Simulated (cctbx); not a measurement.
# Occupancies in RbErSn

Cell a = 5.7710 Å, b = 5.7710 Å, c = 8.9600 Å, α = 90.00°, β = 90.00°, γ = 120.00°; space group P6_3mc (no. 186); nominal formula RbErSn.

The data are simulated with cctbx, not measured: Cu Kα, λ = 1.54184 Å, to d = 0.8 Å, 70 % of the full sphere, strongest reflection 5000 counts, noise from counting, a 3 % proportional error and a noise floor of 4 counts (s.d.); no absorption.

With every site full:

```text
Rint 0.043, 235 unique reflections to 0.80 A
cycle     R1     wR2    GooF  max shift (A)
   1  0.0642  0.1423   4.304   0.00338
   2  0.0241  0.0583   1.764   0.00002
final R1 0.0241 wR2 0.0583 GooF 1.764  parameters 9  data/parameter 26.1
atom        x        y        z      Ueq    occ   su(xyz)  su(Uiso or U11)
Er1    0.00000  0.00000  0.74678   0.0156  1.000  0.00015  0.0004
Sn2    0.66667  0.33333  0.97102   0.0203  1.000  0.00022  0.0007
Rb1    0.66667  0.33333  0.56198   0.0065  1.000  0.00021  0.0008
difference map: max 1.33 min -1.40 rms 0.21
Q1    0.3333  0.6667  0.4481    2    1.36  0.21 A from Sn2
Q2    0.3333  0.6667  0.5371    2    1.34  0.59 A from Sn2
Q3    0.3333  0.6667  0.9955    2    0.83  0.60 A from Rb1
Q4    0.3333  0.6667  0.0681    2    0.77  0.05 A from Rb1
Q5    0.3333  0.6667  0.1777    2    0.65  1.04 A from Rb1
Q6    0.3333  0.6667  0.6895    2    0.51  1.96 A from Sn2
```

With the occupancies of the suspect sites free, each still typed as its main element:

```text
Rint 0.043, 235 unique reflections to 0.80 A
cycle     R1     wR2    GooF  max shift (A)
   1  0.0539  0.1264   3.840   0.00044
  12  0.0172  0.0364   1.107   0.00004
final R1 0.0171 wR2 0.0364 GooF 1.105  parameters 11  data/parameter 21.4
atom        x        y        z      Ueq    occ   su(xyz)  su(Uiso or U11)
Er1    0.00000  0.00000  0.74683   0.0132  0.946  0.00010  0.0003
Sn2    0.66667  0.33333  0.97107   0.0234  1.036  0.00014  0.0005
Rb1    0.66667  0.33333  0.56172   0.0072  1.000  0.00014  0.0006
su of occupancy Er1: 0.009
su of occupancy Sn2: 0.014
difference map: max 0.47 min -0.36 rms 0.09
Q1    0.3333  0.6667  0.4594    2    0.47  0.10 A from Sn2
Q2    0.1361  0.2721  0.2776    6    0.32  1.39 A from Er1
Q3    0.1170  0.5585  0.2539    6    0.30  2.03 A from Rb1
Q4    0.3333  0.6667  0.9751    2    0.29  0.78 A from Rb1
Q5    0.0371  0.3658  0.2395   12    0.29  2.01 A from Er1
Q6    0.0789  0.1579  0.4005    6    0.28  1.59 A from Er1
```

**Question.** What is the disorder?

X-rays count electrons. Er1 refines to 0.946(0.009), or 64.3 electrons; the site truly holds 0.7 Er and 0.3 Sn, 62.6 electrons, which is 0.921 of Er; Sn2 refines to 1.036(0.014), or 51.8 electrons; the site truly holds 0.7 Sn and 0.3 Er, 55.4 electrons, which is 1.108 of Sn. A value under 1 can't tell vacancies from a lighter guest, and one over 1 needs a heavier guest; chemistry or a second radiation must settle which. Occupancy correlates with U and the scale, and the two elements' form factors differ in shape, so the match is approximate.

Freeing them takes R1 from 0.0241 to 0.0171 and GooF from 1.76 to 1.10.

The model was made for the exercise: a known structure type with other elements put in, its volume estimated, not relaxed; displacement parameters are assumed.

[Middle refinement cycles are left out of these outputs.]

[Logs are printed without paths, hosts, clocks, repeated set-up lines and the standing remarks that a program may print on its own settings, such as how far it seeks lower states.]
